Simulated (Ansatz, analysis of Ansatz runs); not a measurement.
# Does Pt_Mg go to the (100) surface of MgH2?

Question: does neutral Pt_Mg prefer the (100) surface of MgH2 or the inside, and by how much? The same defect is put at one site in each of several layers from the top towards the middle of one slab. Model: a cell of 108 host atoms with 1 Mg taken out and 1 Pt put in.

Calculated with Ansatz 0.2.0; plane-wave PAW DFT, PBEsol; a slab with vacuum, neutral defects.

### Step 1. The starting structure

The cell holds 108 atoms: 35 Mg, 72 H and 1 Pt. Cell: a = 8.978 Å, b = 8.953 Å, c = 26.000 Å, α = 90.0°, β = 90.0°, γ = 90.0°. It derives from MgH2 (space group P4_2/mnm), repeated 3×2×1. Vacuum lies along c. Nearest the centre at fractional (0.666, 0.485, 0.717): Pt60 at 0.00 Å, H52 at 1.88 Å, H88 at 1.88 Å, H51 at 1.89 Å, H108 at 2.02 Å, H72 at 2.02 Å, Mg24 at 2.99 Å, Mg96 at 2.99 Å.

The cell's shortest repeat is 9.0 Å.

### Step 2. The clean slab

The slab is cut stoichiometric, symmetric and without a dipole, at the in-plane lattice of the database's bulk structure, and all its atoms relax. Miller indices refer to pymatgen's conventional standard cell, whose axes can be ordered otherwise than in the space-group symbol.

The input, slab/input.yaml:

```yaml
crystal:
  lattice:
    - [0.0, 2.992537, 0.0]
    - [-4.476694, 0.0, 0.0]
    - [0.0, 0.0, 26.0]
  atoms:
    - { symbol: Mg, position: [0.5, 0.5, 0.2847743] }
    - { symbol: Mg, position: [1.0, 0.0, 0.3708646] }
    - { symbol: Mg, position: [0.5, 0.5, 0.4569549] }
    - { symbol: Mg, position: [1.0, 0.0, 0.5430451] }
    - { symbol: Mg, position: [0.5, 0.5, 0.6291354] }
    - { symbol: Mg, position: [1.0, 0.0, 0.7152257] }
    - { symbol: H, position: [1.0, 0.695572, 0.318448] }
    - { symbol: H, position: [0.5, 0.804428, 0.4045383] }
    - { symbol: H, position: [1.0, 0.304428, 0.2511006] }
    - { symbol: H, position: [0.5, 0.195572, 0.3371909] }
    - { symbol: H, position: [1.0, 0.695572, 0.4906286] }
    - { symbol: H, position: [0.5, 0.804428, 0.5767188] }
    - { symbol: H, position: [1.0, 0.304428, 0.4232812] }
    - { symbol: H, position: [0.5, 0.195572, 0.5093714] }
    - { symbol: H, position: [1.0, 0.695572, 0.6628091] }
    - { symbol: H, position: [0.5, 0.804428, 0.7488994] }
    - { symbol: H, position: [1.0, 0.304428, 0.5954617] }
    - { symbol: H, position: [0.5, 0.195572, 0.681552] }
basis:
  ecutwfc: 420
  xc_grid: 2
hamiltonian:
  xc: pbesol
kpoints:
  mp_grid: { grid: [3, 2, 1] }
scf:
  occupations: { method: fermi_dirac, width: 0.01 }
  max_iter: 100
relax:
  f_tol: 0.01
  max_steps: 100
  random_displacement: { amplitude: 0.03, seed: 944 }
output:
  forces: true
  eigenvalues: true
```

Started as:

```sh
> ansatz run input.yaml --threads 4 --pin off --max-ram 15073MiB --backend cpu --events-out ev --progress --plain --runs-dir out
```

Numbers of over 12 decimals in the logs are rounded to 6 here.

Output:

```text
[... repeated set-up lines and file paths are left out, and long positions are rounded to six places ...]
The last accepted step is kept in <dir> (removed where the run ends without a failure and the disk answers)
Engine: ansatz 0.2.0, aarch64-unknown-linux-gnu
Pseudopotentials: kind: paw
Pseudopotential: Mg, paw, valence charge 10, recommended cutoff 420 eV (normal), Mg.paw.azcp
Pseudopotential: H, paw, valence charge 1, recommended cutoff 420 eV (normal), H.paw.azcp
Functional definition: PBEsol
  exchange = pbesol_x
  correlation = pbesol_c
Crystal: 18 atoms, lattice volume = 348.313 Å³
Basis set: ecut = 420 eV, 6727 PW (Γ), exchange–correlation on 48×60×360 points (8 copies of the dense FFT grid, shifted against one another)
Bands: 54, of which v1, the nominal top of the filled ones, is band 36 counted from 1 (35 counted from 0)
Symmetry: 1 space group operations
k-points: 4 of 6 (time reversal used)
Non-local potential: Mg, projectors of the file, l = 0: 3, l = 1: 2, l = 2: 1
Non-local potential: H, projectors of the file, l = 0: 2, l = 1: 1
PAW form: soft (Blöchl's): semilocal exchange-correlation on the pseudo side does not see the compensation charge
PAW frozen core: Mg, regenerated for the run's functional, and the local potential with it (the file was generated under x = pbe(κ = 0.804, μ = 0.219515), c = pbe(β = 0.066725))
PAW one-centre angular grid: Mg, 110 points (default); XC on 64 Gauss nodes
PAW one-centre angular grid: H, 110 points (default); XC on 64 Gauss nodes
Initial density: superposition of atomic densities (neutral atoms: chi_scale 0, normalization atom), corrected by the library's trained network
Initial wavefunctions: pseudopotential atomic-orbital guess
Functional: x = pbesol(κ = 0.804, μ = 0.123457), c = pbesol(β = 0.046)
SCF iter   1: F=—  HF=-11661.919940 eV  |F-HF|=—  |Δ(HF+E_count)|=         —  Δρ=4.70e-3  dr2=5.68e-2  ethr=1.77e-3  ⟨swp⟩=7.8  Hψ=984  notcnv=0  defer=18
preconditioner: auto → Resta (q_TF=auto, 2.098 Å⁻¹)  ε∞=2.2  [insulator: Δε(μ)=3.643 eV  Ē_g=9.070 eV  σ=0.010 eV  W_gap=1.00  n_scr=42 (ndim 8)  ℏωp=9.7 eV  f_vac=0.440  D(μ)=0.00/eV (n_scr^D=0)  ε∞_Penn≈2.2  vacuum switching on, ρ_ref=6.0e-3 e/Å³]
SCF iter   2: F=—  HF=-11661.905786 eV  |F-HF|=—  |Δ(HF+E_count)|=   1.42e-2  Δρ=2.06e-3  dr2=1.16e-2  ethr=7.89e-5  ⟨swp⟩=2.0  Hψ=304  notcnv=0  defer=51
SCF iter   3: F=—  HF=-11661.903364 eV  |F-HF|=—  |Δ(HF+E_count)|=   2.42e-3  Δρ=1.94e-4  dr2=5.85e-4  ethr=1.61e-5  ⟨swp⟩=2.8  Hψ=239  notcnv=0  defer=51
SCF iter   4: F=—  HF=-11661.903372 eV  |F-HF|=—  |Δ(HF+E_count)|=   7.21e-6  Δρ=8.80e-5  dr2=3.12e-5  ethr=8.12e-7  ⟨swp⟩=2.0  Hψ=241  notcnv=0  defer=51
iter 5 did not close the SCF: its close was put off for the readings that it lacked (scf_convergence_deferred on its scf_iter line)
[...]
SCF converged after 5 iterations
Free energy (F): -11662.151382 eV
Harris-Foulkes:  -11662.151382 eV  (|F-HF|=4.51e-9)
Internal energy: -11662.151382 eV  (E = F + TS)
E sigma→0 (E₀):  -11662.151382 eV
Fermi energy:    0.071977 eV
--- Per-component energies (eV) ---
  E_band       = -2526.709662
  E_kinetic    = 618.876978
  E_local      = -45840.527792  (includes V_loc(G=0)·N_el)
  E_nonlocal   = 591.522896
  E_hartree    = 21315.544066
  E_xc         = -278.817320
  E_vxc        = -362.258630  (∫ρ·V_xc dr)
  E_paw        = -1691.741756  (= ΣΔE_a)
  E_vpaw       = -165.408712  (= ΣTr[D̂ρ^β])
  E_aug_tail   = -0.014991  (compensation charges beyond the density's cutoff)
  E_ewald      = 13622.653364
  E_core_change = 0.353174  (= ΣΔE_core)
  E_smearing   = -0.000000  (= −TS)
  E_closure    = 0.000000  (closes the sum)
  Σ components = -11662.151382   (vs F -11662.151382, Δ=0.00e0)
--- Forces (eV/Å), atoms counted from 1 ---
  atom   1  Mg     0.00189399    -0.00003037    -0.00106735
  atom   2  Mg     0.00216261    -0.00007802    -0.00479582
  atom   3  Mg     0.00311512     0.00000127     0.00069418
  atom   4  Mg     0.00180442     0.00002224    -0.00039939
  atom   5  Mg     0.00125121    -0.00076530     0.00428650
  atom   6  Mg     0.00186385    -0.00069964     0.00160353
  atom   7  H     -0.00073061     0.00017434     0.00438825
  atom   8  H     -0.00239673    -0.00005085     0.00333201
[...]
atom  15  H     -0.00025234     0.00045084     0.00482741
  atom  16  H     -0.00064952    -0.00025487    -0.00209843
  atom  17  H     -0.00051352     0.00005737    -0.00363507
  atom  18  H     -0.00104486     0.00060416    -0.00472632
  max |Σ_I F_I| component: 1.52e-4 eV/Å
--- Band table (eV) ---
  k-point 0: bands = ["-75.4248", "-75.4244", "-75.3207", "-75.3201", [... 46 left out ...] "7.3688", "7.6863", "8.5446", "8.6992"]
  k-point 1: bands = ["-75.4248", "-75.4244", "-75.3205", "-75.3203", [... 46 left out ...] "8.0058", "8.0066", "8.1897", "8.1902"]
  [... further k-points left out ...]
--- Relaxed structure (5 steps of the walk, 5 accepted, 0 SCFs on fresh bases) ---
  F+E_penalty+E_count = -11662.15138244 eV   max|allowed force component| = 4.828e-3 eV/Å
  atoms:
    - { symbol: Mg, position: [0.496690, 0.470076, 0.283031] }
    - { symbol: Mg, position: [0.996925, -0.008275, 0.370696] }
    - { symbol: Mg, position: [0.497081, 0.492134, 0.456699] }
    - { symbol: Mg, position: [0.997221, -0.007825, 0.542914] }
    - { symbol: Mg, position: [0.497407, 0.491821, 0.628914] }
    - { symbol: Mg, position: [0.997659, -0.029845, 0.716576] }
    - { symbol: H, position: [0.996785, 0.710307, 0.315137] }
    - { symbol: H, position: [0.496962, 0.801627, 0.404721] }
    - { symbol: H, position: [0.996653, 0.344142, 0.244678] }
    - { symbol: H, position: [0.496870, 0.198990, 0.338629] }
    - { symbol: H, position: [0.997115, 0.684307, 0.490974] }
    - { symbol: H, position: [0.497262, 0.801114, 0.577033] }
    - { symbol: H, position: [0.997051, 0.300753, 0.422620] }
    - { symbol: H, position: [0.497180, 0.184324, 0.508635] }
    - { symbol: H, position: [0.997374, 0.699211, 0.660958] }
    - { symbol: H, position: [0.497692, 0.844312, 0.754944] }
    - { symbol: H, position: [0.997355, 0.302031, 0.594855] }
    - { symbol: H, position: [0.497396, 0.210421, 0.684474] }
```

Elapsed: 11 s, on 4 threads of Arm Neoverse V2, shared host; peak memory 0.57 GiB; 33 s of CPU time.

Step by step:

```tsv
step	energy less that of the first step (eV)	largest force component (eV/Å)
1	0.0000	0.8875
2	-0.2201	0.2683
3	-0.2359	0.2223
4	-0.2472	0.0342
5	-0.2480	0.0048
```

The atoms that moved most (Å, from the sites as typed, ahead of the random displacement, the mean shift of all atoms taken out):

```tsv
atom	dx	dy	dz	length
H16	-0.181	0.002	0.162	0.243
H9	-0.180	-0.001	-0.162	0.242
Mg1	0.131	-0.001	-0.040	0.137
Mg6	0.131	0.002	0.040	0.137
H18	-0.069	0.001	0.081	0.106
H7	-0.069	-0.001	-0.081	0.106
H11	0.048	0.000	0.014	0.050
H14	0.048	0.000	-0.014	0.050
```

The relaxed structure:

```
Mg H
1.0
     0.00000    2.99254    0.00000
    -4.47669    0.00000    0.00000
     0.00000    0.00000   26.00000
Mg H
6 12
Direct
  0.49669 0.47008 0.28303
  0.99692 0.99173 0.37070
  0.49708 0.49213 0.45670
  0.99722 0.99217 0.54291
  0.49741 0.49182 0.62891
  0.99766 0.97015 0.71658
  0.99678 0.71031 0.31514
  0.49696 0.80163 0.40472
  0.99665 0.34414 0.24468
  0.49687 0.19899 0.33863
  0.99712 0.68431 0.49097
  0.49726 0.80111 0.57703
  0.99705 0.30075 0.42262
  0.49718 0.18432 0.50864
  0.99737 0.69921 0.66096
  0.49769 0.84431 0.75494
  0.99736 0.30203 0.59486
  0.49740 0.21042 0.68447
```

With the common shift taken out, atoms move by up to 0.24 Å from the bulk-cut sites, and by up to 0.16 Å along the normal.

On a dense mesh the slab's energy differs by 7 meV an atom, so the sampling is kept; the layers are compared at one sampling, where most of this error should cancel, which was not tested.

### Step 3. Does the supercell reconstruct?

The clean supercell is relaxed from displaced atoms, since a reconstruction that only the larger cell allows would otherwise be counted to the defect.

The input, pristine.relax/input.yaml:

```yaml
crystal:
  lattice:
    - [0.0, 8.977611, 0.0]
    - [-8.953388, 0.0, 0.0]
    - [0.0, 0.0, 26.0]
  atoms:
    - { symbol: Mg, position: [0.16556334, 0.23503806, 0.28303134] }
    - { symbol: Mg, position: [0.33230828, -0.00413736, 0.3706958] }
    - { symbol: Mg, position: [0.1656938, 0.24606717, 0.45669935] }
    - { symbol: Mg, position: [0.33240707, -0.00391261, 0.54291378] }
[... 98 atom lines left out ...]
    - { symbol: H, position: [0.99901691, 0.65037653, 0.42262046] }
    - { symbol: H, position: [0.83239317, 0.59216218, 0.50863503] }
    - { symbol: H, position: [0.9991246, 0.8496056, 0.66095846] }
    - { symbol: H, position: [0.832564, 0.92215618, 0.75494377] }
    - { symbol: H, position: [0.99911834, 0.65101529, 0.59485544] }
    - { symbol: H, position: [0.83246532, 0.60521046, 0.68447405] }
basis:
  ecutwfc: 420
  xc_grid: 2
hamiltonian:
  xc: pbesol
kpoints:
  mp_grid: { grid: [1, 1, 1] }
scf:
  occupations: { method: fermi_dirac, width: 0.01 }
  max_iter: 80
output:
  forces: true
relax:
  f_tol: 0.015
  max_steps: 80
  random_displacement: { amplitude: 0.05, seed: 953 }
```

Output:

```text
[...]
Crystal: 108 atoms, lattice volume = 2089.881 Å³
Basis set: ecut = 420 eV, 40773 PW (Γ), exchange–correlation on 128×120×360 points (8 copies of the dense FFT grid, shifted against one another)
Bands: 324, of which v1, the nominal top of the filled ones, is band 216 counted from 1 (215 counted from 0)
Symmetry: 1 space group operations
k-points: 1
[...]
SCF iter   1: F=—  HF=-69972.406332 eV  |F-HF|=—  |Δ(HF+E_count)|=         —  Δρ=4.72e-3  dr2=3.49e-1  ethr=1.77e-3  ⟨swp⟩=9.0  Hψ=1606  notcnv=0  defer=49
[...]
SCF iter   6: F=-69972.302254 eV  HF=-69972.302254 eV  |F-HF|=4.95e-9  |Δ(HF+E_count)|=   1.02e-5  Δρ=2.93e-6  dr2=5.45e-7  ethr=1.30e-9  ⟨swp⟩=4.0  Hψ=831  notcnv=0
SCF 1 converged in 6 iterations: F = -69972.302254 eV  dr2 = 5.45e-7
[...]
- { symbol: H, position: [0.332268, 0.353947, 0.315403] }
    - { symbol: H, position: [0.165709, 0.401483, 0.405001] }
    - { symbol: H, position: [0.332128, 0.171418, 0.244750] }
    - { symbol: H, position: [0.165653, 0.098367, 0.338531] }
    - { symbol: H, position: [0.332386, 0.340971, 0.491242] }
    - { symbol: H, position: [0.165688, 0.401013, 0.577217] }
    - { symbol: H, position: [0.332358, 0.151084, 0.422341] }
    - { symbol: H, position: [0.165704, 0.091042, 0.508263] }
[...]
- { symbol: Mg, position: [0.165828, 0.734963, 0.283022] }
    - { symbol: Mg, position: [0.332390, 0.495608, 0.370649] }
[...]
- { symbol: Mg, position: [0.832343, 0.745635, 0.456710] }
    - { symbol: Mg, position: [0.999034, 0.495661, 0.542839] }
    - { symbol: Mg, position: [0.832345, 0.745561, 0.628767] }
    - { symbol: Mg, position: [0.999111, 0.484782, 0.716457] }
[...]
- { symbol: H, position: [0.999007, 0.848525, 0.661076] }
    - { symbol: H, position: [0.832179, 0.922151, 0.754886] }
    - { symbol: H, position: [0.999024, 0.651397, 0.594462] }
    - { symbol: H, position: [0.832387, 0.604222, 0.684082] }
[key lines of the parts left out:]
SCF converged after 6 iterations
Free energy (F): -69972.909347 eV
Fermi energy:    0.065392 eV
```

The job ended after 48 s (4 threads; peak memory 2 GiB).

Atoms end at most 0.02 Å from the small cell's positions, so the small cell's structure is at least a local minimum.

[end of part 1 of 2]

[Logs are printed without paths, hosts, clocks, repeated set-up lines and the standing remarks that a program may print on its own settings, such as how far it seeks lower states.]

[Hosts, paths, dates, database ids (printed as entryN), source tags and the programs' standing remarks are cut or masked in the printed files.]

[Maps of the electrostatic potential energy from Ansatz leave out the sawtooth potential of an applied field or a dipole correction, so their vacuum need not be flat.]
